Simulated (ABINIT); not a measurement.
## Beyond one shot: SrCl2 (Fm-3m)

Wanted: G0W0 and self-consistent gaps of SrCl2 (Fm-3m), with the cost of the cycles.

Method: PBE and many-body steps on it, plane waves, in ABINIT 10.8.3.

## (1) Set-up

Symmetry: Fm-3m, No. 225, cubic system. Conventional cell: a = 6.977 Å, b = 6.977 Å, c = 6.977 Å, α = 90.00°, β = 90.00°, γ = 90.00°. Sr has 8 Cl at 3.02 Å nearest. Nearest to Cl lie 4 Sr at 3.02 Å. Farther neighbours and most contacts between anions are not listed.

The cell and positions come from the Crystallography Open Database and are kept as given unless a step says otherwise.

## (2) Empty states on the mesh, 2×2×2 mesh, 74 bands

This step: ABINIT 10.8.3; DFT, PBE, plane waves, norm-conserving pseudopotentials.

The sums over transitions need many empty states on a uniform mesh; this step solves for them.

File run.abi:

```
acell 3*1.0 Angstrom
rprim 
  -0.000000000000 3.488350000000 3.488350000000
  3.488350000000 -0.000000000000 3.488350000000
  3.488350000000 3.488350000000 -0.000000000000
ntypat 2
znucl 38 17
natom 3
typat 1 2 2
xred 
  0.000000000000 0.000000000000 0.000000000000
  0.250000000000 0.250000000000 0.250000000000
  0.750000000000 0.750000000000 0.750000000000
pp_dirpath "pseudos"
pseudos "Sr.upf, Cl.upf"
ecut 28
ngkpt 2 2 2
nshiftk 1
shiftk 0 0 0
kptopt 1
chksymbreak 0
iscf -2
irdden 1
istwfk *1
nband 74
nbdbuf 6
tolwfr 1e-09
nstep 60
prtvol 0
indata_prefix "in"
outdata_prefix "out"
tmpdata_prefix "tmp"
```

Run with:

```bash
OMP_NUM_THREADS=1 mpirun -n 4 abinit run.abi > log
```

Numbers of over 12 decimals in the logs are rounded to 6 here.

Output:

```text
.Version 10.8.3 of ABINIT. v10.8.2 released Aug 2026.

 Symmetries : space group Fm -3 m (#225); Bravais cF (face-center cubic)
[... echo of the input left out ...]
== DATASET  1 ==================================================================
-   mpi_nproc: 4, omp_nthreads: 1 (-1 if OMP is not activated)
-    --> not optimal distribution: autoparal keyword recommended in input file <--

--- !DatasetInfo
iteration_state: {dtset: 1, }
dimensions: {natom: 3, nkpt: 3, mband: 74, nsppol: 1, nspinor: 1, nspden: 1, mpw: 4088, }
cutoff_energies: {ecut:  28.0, pawecutdg:  -1.0, }
[...]
1.21792    1.21792    1.26773    1.26773    1.31900    1.46058    1.46058    1.46058
   1.47171    1.47171    1.47171    1.57291    1.57291    1.57291    1.60301    1.60301
   1.68478    1.68535
 prteigrs : prtvol=0 or 1, do not print more k-points.

== END DATASET(S) ==============================================================
================================================================================

 -outvars: echo values of variables after computation  --------
            nband          74
             nkpt           3
          spgroup         225
 [... the other variables as echoed above ...]

 Calculation completed.
```

The job ended after 7.3 s (4 MPI ranks of Arm Neoverse V2, shared host; peak memory 0.28 GiB; 29 s of CPU time).

Numbers from this step:

```
gap                                                           : 5.343 eV
k of the valence top                                          : 0.5, 0.5, 0
k of the conduction bottom                                    : 0, 0, 0
least direct gap                                              : 5.512 eV
k points computed                                             : 3
lowest point of the top converged band, above the valence top : 38.28 eV
```

On this mesh the gap is 5.343 eV.

The density comes from a self-consistent run that is not shown.

## (3) Screening, 2×2×2 mesh, 68 bands, screening to 106.1 eV

The RPA dielectric matrix is built and inverted for each q.

This step: RPA screening on PBE, plane waves, norm-conserving pseudopotentials.

run.abi: that of step 2 with these lines changed.

```diff
@@ -21,10 +21,11 @@
 chksymbreak 0
-iscf -2
-irdden 1
 istwfk *1
-nband 74
-nbdbuf 6
-tolwfr 1e-09
-nstep 60
-prtvol 0
+occopt 1
+irdwfk 1
+optdriver 3
+nband 68
+ecuteps 3.9
+inclvkb 2
+awtr 1
+symchi 1
 indata_prefix "in"
```

Output:

```text
.Version 10.8.3 of ABINIT. v10.8.2 released Aug 2026.

 Symmetries : space group Fm -3 m (#225); Bravais cF (face-center cubic)
[... echo of the input left out ...]
== DATASET  1 ==================================================================
-   mpi_nproc: 4, omp_nthreads: 1 (-1 if OMP is not activated)

--- !DatasetInfo
iteration_state: {dtset: 1, }
dimensions: {natom: 3, nkpt: 3, mband: 68, nsppol: 1, nspinor: 1, nspden: 1, mpw: 4088, }
cutoff_energies: {ecut:  28.0, pawecutdg:  -1.0, }
electrons: {nelect:   2.40000000E+01, charge:   0.00000000E+00, occopt:   1.00000000E+00, tsmear:   1.00000000E-02, }

 SCREENING: Calculation of the susceptibility and dielectric matrices

 Based on a program developped by R.W. Godby, V. Olevano, G. Onida, and L. Reining.
 Incorporated in ABINIT by V. Olevano, G.-M. Rignanese, and M. Torrent.
.Using double precision arithmetic ; gwpc =  8

[... cell and pseudopotentials left out ...]
--------------------------------------------------------------------------------

 ==== K-mesh for the wavefunctions ====
 Number of points in the irreducible wedge :     3
[... list of points left out ...]
 Together with 48 symmetry operations and time-reversal symmetry
 yields     8 points in the full Brillouin Zone.

 ==== Q-mesh for the screening function ====
 Number of points in the irreducible wedge :     3
[... list of points left out ...]
 Together with 48 symmetry operations and time-reversal symmetry
 yields     8 points in the full Brillouin Zone.

 setmesh: FFT mesh size selected  =    32x   32x   32
          total number of points  =        32768

 vcoul_init : cutoff-mode = AUXILIARY_FUNCTION
 q-points for optical limit:   1
     1)      0.000010    0.000020    0.000030

- screening: taking advantage of time-reversal symmetry
- Maximum band index for partially occupied states nbvw = 12
- Remaining bands to be divided among processors   nbcw = 56
- Number of bands treated by each node ~14

 Number of electrons calculated from density =   24.0000; Expected =   24.0000
 average of density, n =  0.041891
 r_s =    1.7862
 omega_plasma =   19.7432 [eV]

 calculating chi0 at frequencies [eV] :
  1    0.000000E+00    0.000000E+00
  2    0.000000E+00    1.974321E+01

--------------------------------------------------------------------------------
  q-point number  1        q = ( 0.000000, 0.000000, 0.000000) [r.l.u.]
--------------------------------------------------------------------------------
[... chi0 elements left out ...]
 For q-point:  0.000010 0.000020 0.000030
  dielectric constant =   2.8960
  dielectric constant without local fields =   3.4018

  Average fulfillment of the sum rule on Im[epsilon] for q-point    1 :     61.19  [%]
[... wings left out ...]
  q-point number  2        q = ( 0.500000, 0.000000, 0.000000) [r.l.u.]
--------------------------------------------------------------------------------
[... chi0 elements left out ...]
  Average fulfillment of the sum rule on Im[epsilon] for q-point    2 :     69.78  [%]

 [... 1 further q-points ...]
```

The job ended after 3.4 s (4 MPI ranks; peak memory 0.54 GiB; 13 s of CPU time).

Numbers from this step:

* ε∞ with local fields, on this mesh, along the program's q direction: 2.896
* the same without local fields: 3.402
* plasma frequency: 19.74 eV
* plane waves in the screening matrix: 181

Local fields lower ε∞ by 15 %. On a Γ-centred mesh this coarse the value itself is usually too large, while a short band sum pulls it down.

## (4) G0W0

The self-energy is evaluated for the states that the input lists, and the levels follow from it, in one-shot runs by the linearised quasiparticle equation.

This step: G0W0 on PBE, plane waves, norm-conserving pseudopotentials.

run.abi: that of step 3 with these lines changed.

```diff
@@ -24,8 +24,17 @@
 irdwfk 1
-optdriver 3
+optdriver 4
 nband 68
+gwcalctyp 0
+ecutsigx 28
+symsigma 1
+nkptgw 2
+kptgw 
+  0.5000000000 0.5000000000 0.0000000000
+  0.0000000000 0.0000000000 0.0000000000
+bdgw 
+  10 14
+  10 15
 ecuteps 3.9
-inclvkb 2
-awtr 1
-symchi 1
+irdscr 1
+ppmodel 1
 indata_prefix "in"
```

Output:

```text
.Version 10.8.3 of ABINIT. v10.8.2 released Aug 2026.

 Symmetries : space group Fm -3 m (#225); Bravais cF (face-center cubic)
[... echo of the input left out ...]
== DATASET  1 ==================================================================
-   mpi_nproc: 4, omp_nthreads: 1 (-1 if OMP is not activated)

--- !DatasetInfo
iteration_state: {dtset: 1, }
dimensions: {natom: 3, nkpt: 3, mband: 68, nsppol: 1, nspinor: 1, nspden: 1, mpw: 4088, }
cutoff_energies: {ecut:  28.0, pawecutdg:  -1.0, }
electrons: {nelect:   2.40000000E+01, charge:   0.00000000E+00, occopt:   1.00000000E+00, tsmear:   1.00000000E-02, }

 SIGMA: Calculation of the GW corrections

 Based on a program developped by R.W. Godby, V. Olevano, G. Onida, and L. Reining.
 Incorporated in ABINIT by V. Olevano, G.-M. Rignanese, and M. Torrent.
.Using double precision arithmetic ; gwpc =  8

[... cell and pseudopotentials left out ...]
--------------------------------------------------------------------------------

 ==== K-mesh for the wavefunctions ====
 Number of points in the irreducible wedge :     3
[... list of points left out ...]
 Together with 48 symmetry operations and time-reversal symmetry
 yields     8 points in the full Brillouin Zone.

 ==== Q-mesh for screening function ====
 Number of points in the irreducible wedge :     3
[... list of points left out ...]
 Together with 48 symmetry operations and time-reversal symmetry
 yields     8 points in the full Brillouin Zone.

 vcoul_init : cutoff-mode = AUXILIARY_FUNCTION
 q-points for optical limit:   1
     1)      0.000010    0.000020    0.000030
 setmesh: FFT mesh size selected  =    45x   45x   45
          total number of points  =        91125

 Number of electrons calculated from density =   24.0000; Expected =   24.0000
 average of density, n =  0.041891
 r_s =    1.7862
 omega_plasma =   19.7432 [eV]

 === KS Band Gaps ===
  >>>> For spin  1
   Minimum direct gap =   5.5119 [eV], located at k-point      :   0.5000  0.5000  0.0000
   Fundamental gap    =   5.3429 [eV], Top of valence bands at :   0.5000  0.5000  0.0000
                                       Bottom of conduction at :   0.0000  0.0000  0.0000
 SIGMA fundamental parameters:
 PLASMON POLE MODEL  1
 number of plane-waves for SigmaX                 4015
 number of plane-waves for SigmaC and W            181
 number of plane-waves for wavefunctions          4015
 number of bands                                    68
 number of independent spin polarizations            1
 number of spinorial components                      1
 number of k-points in IBZ                           3
 number of q-points in IBZ                           3
 number of symmetry operations                      48
 number of k-points in BZ                            8
 number of q-points in BZ                            8
 number of frequencies for dSigma/dE                 9
 frequency step for dSigma/dE [eV]                0.25
 number of omega for Sigma on real axis              0
 max omega for Sigma on real axis  [eV]           0.00
 zcut for avoiding poles [eV]                     0.10

 EPSILON^-1 parameters (SCR file):
 dimension of the eps^-1 matrix on file            181
 dimension of the eps^-1 matrix used               181
 number of plane-waves for wavefunctions          4015
 number of bands                                    68
 number of q-points in IBZ                           3
 number of frequencies                               2
 number of real frequencies                          1
 number of imag frequencies                          1

 matrix elements of self-energy operator (all in [eV])

 Perturbative Calculation

--- !SelfEnergy_ee
iteration_state: {dtset: 1, }
kpoint     : [   0.500,    0.500,    0.000, ]
spin       : 1
KS_gap     :    5.512
QP_gap     :    7.810
Delta_QP_KS:    2.299
data: !SigmaeeData |
     Band     E0 <VxcDFT>   SigX SigC(E0)      Z dSigC/dE  Sig(E)    E-E0       E
       10   1.271 -14.390 -18.136   2.522   0.813  -0.229 -15.386  -0.996   0.276
       11   1.271 -14.390 -18.136   2.522   0.813  -0.229 -15.386  -0.996   0.276
       12   1.668 -14.805 -18.519   2.532   0.813  -0.230 -15.766  -0.961   0.707
       13   7.179  -8.452  -4.054  -2.850   0.864  -0.158  -7.115   1.338   8.517
       14   8.722 -11.003  -5.545  -3.072   0.855  -0.170  -8.963   2.040  10.762

--- !SelfEnergy_ee
iteration_state: {dtset: 1, }
kpoint     : [   0.000,    0.000,    0.000, ]
spin       : 1
KS_gap     :    5.677
QP_gap     :    7.645
Delta_QP_KS:    1.968
data: !SigmaeeData |
     Band     E0 <VxcDFT>   SigX SigC(E0)      Z dSigC/dE  Sig(E)    E-E0       E
       10   1.333 -14.472 -18.305   2.568   0.813  -0.230 -15.500  -1.028   0.306
       11   1.333 -14.472 -18.305   2.568   0.813  -0.230 -15.500  -1.028   0.306
       12   1.333 -14.472 -18.305   2.568   0.813  -0.230 -15.500  -1.028   0.306
       13   7.010  -7.720  -3.616  -3.015   0.864  -0.158  -6.779   0.941   7.951
       14   7.776  -9.730  -4.691  -2.962   0.860  -0.163  -7.945   1.785   9.561
       15   7.776  -9.730  -4.691  -2.962   0.860  -0.163  -7.945   1.785   9.561

== END DATASET(S) ==============================================================
================================================================================

 -outvars: echo values of variables after computation  --------
           etotal      0.0000000000E+00
            nband          68
             nkpt           3
          spgroup         225
 [... the other variables as echoed above ...]

 Calculation completed.
```

Run time: 3.4 s. Hardware: 4 MPI ranks; peak memory 0.59 GiB.

This step gave:

| Property | Result |
| --- | --- |
| G0W0 gap on the points computed | 7.244 eV |
| starting gap on the mesh | 5.343 eV |
| k of the valence top | 0.5, 0.5, 0 |
| k of the conduction bottom | 0, 0, 0 |
| Z at the valence top | 0.813 |
| Z at the conduction bottom | 0.864 |
| least direct G0W0 gap on the computed points | 7.645 eV |

The gap on the mesh goes from 5.34 eV to 7.24 eV, a correction of +1.90 eV.

## (5) evGW0, cycle 1

This step: evGW0 on PBE, plane waves, norm-conserving pseudopotentials.

run.abi: that of step 4 with these lines changed.

```diff
@@ -26,12 +26,14 @@
 nband 68
-gwcalctyp 0
+gwcalctyp 10
 ecutsigx 28
 symsigma 1
-nkptgw 2
+nkptgw 3
 kptgw 
+  0.0000000000 0.0000000000 0.0000000000
+  0.5000000000 0.0000000000 0.0000000000
   0.5000000000 0.5000000000 0.0000000000
-  0.0000000000 0.0000000000 0.0000000000
 bdgw 
-  10 14
-  10 15
+  7 18
+  7 18
+  7 18
 ecuteps 3.9
```

Output:

```text
.Version 10.8.3 of ABINIT. v10.8.2 released Aug 2026.

 Symmetries : space group Fm -3 m (#225); Bravais cF (face-center cubic)
[... echo of the input left out ...]
== DATASET  1 ==================================================================
-   mpi_nproc: 4, omp_nthreads: 1 (-1 if OMP is not activated)

--- !DatasetInfo
iteration_state: {dtset: 1, }
dimensions: {natom: 3, nkpt: 3, mband: 68, nsppol: 1, nspinor: 1, nspden: 1, mpw: 4088, }
cutoff_energies: {ecut:  28.0, pawecutdg:  -1.0, }
electrons: {nelect:   2.40000000E+01, charge:   0.00000000E+00, occopt:   1.00000000E+00, tsmear:   1.00000000E-02, }

 SIGMA: Calculation of the GW corrections

 Based on a program developped by R.W. Godby, V. Olevano, G. Onida, and L. Reining.
 Incorporated in ABINIT by V. Olevano, G.-M. Rignanese, and M. Torrent.
.Using double precision arithmetic ; gwpc =  8

[... cell and pseudopotentials left out ...]
--------------------------------------------------------------------------------

 ==== K-mesh for the wavefunctions ====
 Number of points in the irreducible wedge :     3
[... list of points left out ...]
 Together with 48 symmetry operations and time-reversal symmetry
 yields     8 points in the full Brillouin Zone.

 ==== Q-mesh for screening function ====
 Number of points in the irreducible wedge :     3
[... list of points left out ...]
 Together with 48 symmetry operations and time-reversal symmetry
 yields     8 points in the full Brillouin Zone.

 vcoul_init : cutoff-mode = AUXILIARY_FUNCTION
 q-points for optical limit:   1
     1)      0.000010    0.000020    0.000030
 setmesh: FFT mesh size selected  =    45x   45x   45
          total number of points  =        91125

 Number of electrons calculated from density =   24.0000; Expected =   24.0000
[...]
--- !SelfEnergy_ee
iteration_state: {dtset: 1, }
kpoint     : [   0.500,    0.000,    0.000, ]
spin       : 1
KS_gap     :    7.774
QP_gap     :   10.772
Delta_QP_KS:    2.998
data: !SigmaeeData |
     Band     E_DFT   <VxcDFT>   E(N-1)  <Hhartree>   SigX  SigC[E(N-1)]    Z     dSigC/dE  Sig[E(N)]  DeltaE  E(N)_pert E(N)_diago
[...]
--- !SelfEnergy_ee
iteration_state: {dtset: 1, }
kpoint     : [   0.500,    0.500,    0.000, ]
spin       : 1
KS_gap     :    5.512
QP_gap     :    7.810
Delta_QP_KS:    2.299
data: !SigmaeeData |
     Band     E_DFT   <VxcDFT>   E(N-1)  <Hhartree>   SigX  SigC[E(N-1)]    Z     dSigC/dE  Sig[E(N)]  DeltaE  E(N)_pert E(N)_diago
[...]
17     9.686   -12.021     9.686    21.707    -6.206    -3.073     0.851    -0.176    -9.689     2.332    12.018    12.428
       18    10.312    -8.515    10.312    18.827    -3.909    -3.099     0.858    -0.165    -7.222     1.294    11.605    12.428

 New Fermi energy :        1.577424E-01 Ha ,    4.292390E+00 eV

 === QP Band Gaps ===
  >>>> For spin  1
   Minimum direct gap =   8.0300 [eV], located at k-point      :   0.0000  0.0000  0.0000
   Fundamental gap    =   7.6141 [eV], Top of valence bands at :   0.5000  0.5000  0.0000
                                       Bottom of conduction at :   0.0000  0.0000  0.0000

 writing QP data on file : out_QPS

 Convergence of QP corrections
 >>>>> For spin  1 <<<<<
.  kptgw no:  1; Maximum DeltaE = (  -1.241   0.000) for band index:  9
.  kptgw no:  2; Maximum DeltaE = (  -1.123  -0.000) for band index: 11
.  kptgw no:  3; Maximum DeltaE = (  -0.996  -0.000) for band index: 11

== END DATASET(S) ==============================================================
================================================================================

 -outvars: echo values of variables after computation  --------
           etotal      0.0000000000E+00
            nband          68
             nkpt           3
          spgroup         225
 [... the other variables as echoed above ...]

 Calculation completed.
```

Elapsed: 6.2 s, on 4 MPI ranks; peak memory 0.76 GiB.

This step gave:

```
quasiparticle gap on the points computed              : 7.614 eV
gap of the density functional on the mesh             : 5.343 eV
k of the valence top                                  : 0.5, 0.5, 0
k of the conduction bottom                            : 0, 0, 0
Z at the valence top                                  : 0.813
Z at the conduction bottom                            : 0.864
least direct quasiparticle gap on the computed points : 8.03 eV
```

Against G0W0 in ABINIT (2×2×2 mesh, 68 bands, screening to 106.1 eV, Godby-Needs plasmon pole), the gap moves by +0.370 eV. This first cycle still uses the starting levels; it takes the full correction, at all points of the mesh, and its linearised value is 7.244 eV.

## (6) evGW0, cycle 2

The corrected levels of the last cycle go back in.

run.abi: that of step 5 with these lines changed.

```diff
@@ -41,2 +41,3 @@
 ppmodel 1
+irdqps 1
 indata_prefix "in"
```

Output:

```text
.Version 10.8.3 of ABINIT. v10.8.2 released Aug 2026.

 Symmetries : space group Fm -3 m (#225); Bravais cF (face-center cubic)
[... echo of the input left out ...]
== DATASET  1 ==================================================================
-   mpi_nproc: 4, omp_nthreads: 1 (-1 if OMP is not activated)

--- !DatasetInfo
iteration_state: {dtset: 1, }
dimensions: {natom: 3, nkpt: 3, mband: 68, nsppol: 1, nspinor: 1, nspden: 1, mpw: 4088, }
cutoff_energies: {ecut:  28.0, pawecutdg:  -1.0, }
[...]
Convergence of QP corrections
 >>>>> For spin  1 <<<<<
.  kptgw no:  1; Maximum DeltaE = (   0.059  -0.000) for band index: 11
.  kptgw no:  2; Maximum DeltaE = (   0.071   0.000) for band index: 11
.  kptgw no:  3; Maximum DeltaE = (   0.057   0.000) for band index: 11

== END DATASET(S) ==============================================================
================================================================================

 -outvars: echo values of variables after computation  --------
           etotal      0.0000000000E+00
            nband          68
             nkpt           3
          spgroup         225
 [... the other variables as echoed above ...]

 Calculation completed.
```

Elapsed: 6.2 s, on 4 MPI ranks; peak memory 0.76 GiB; 24 s of CPU time.

This step gave:

- quasiparticle gap on the points computed: 7.488 eV
- gap of the density functional on the mesh: 5.343 eV
- k of the valence top: 0.5, 0.5, 0
- k of the conduction bottom: 0, 0, 0
- least direct quasiparticle gap on the computed points: 7.892 eV

Against the cycle before, the gap moves by −0.126 eV.

[end of part 1 of 3]

[Paths, hosts, dates, memory and timing lines, banners, echoed tables and standing remarks are left out of the program output.]

[Logs are printed without paths, hosts, clocks, repeated set-up lines and the standing remarks that a program may print on its own settings, such as how far it seeks lower states.]

[Runs of the session that timed out or met a known fault of the program may be left out.]

[No measured gap is set beside runs whose start may be inverted or whose files or cutoffs have a known fault.]

[Loops that did not settle are left out.]

[Hosts, paths, dates, database ids (printed as entryN), source tags and the programs' standing remarks are cut or masked in the printed files.]

[G0W0 gaps are taken among the corrected bands and points alone; a level outside them can change the order at an edge.]

[Where Ansatz stands beside ABINIT at settings called matched, ABINIT's density can come from a denser mesh and the files from another edition; pairs whose starting gaps differed by over 0.03 eV were left out, so agreement reads better than it is.]
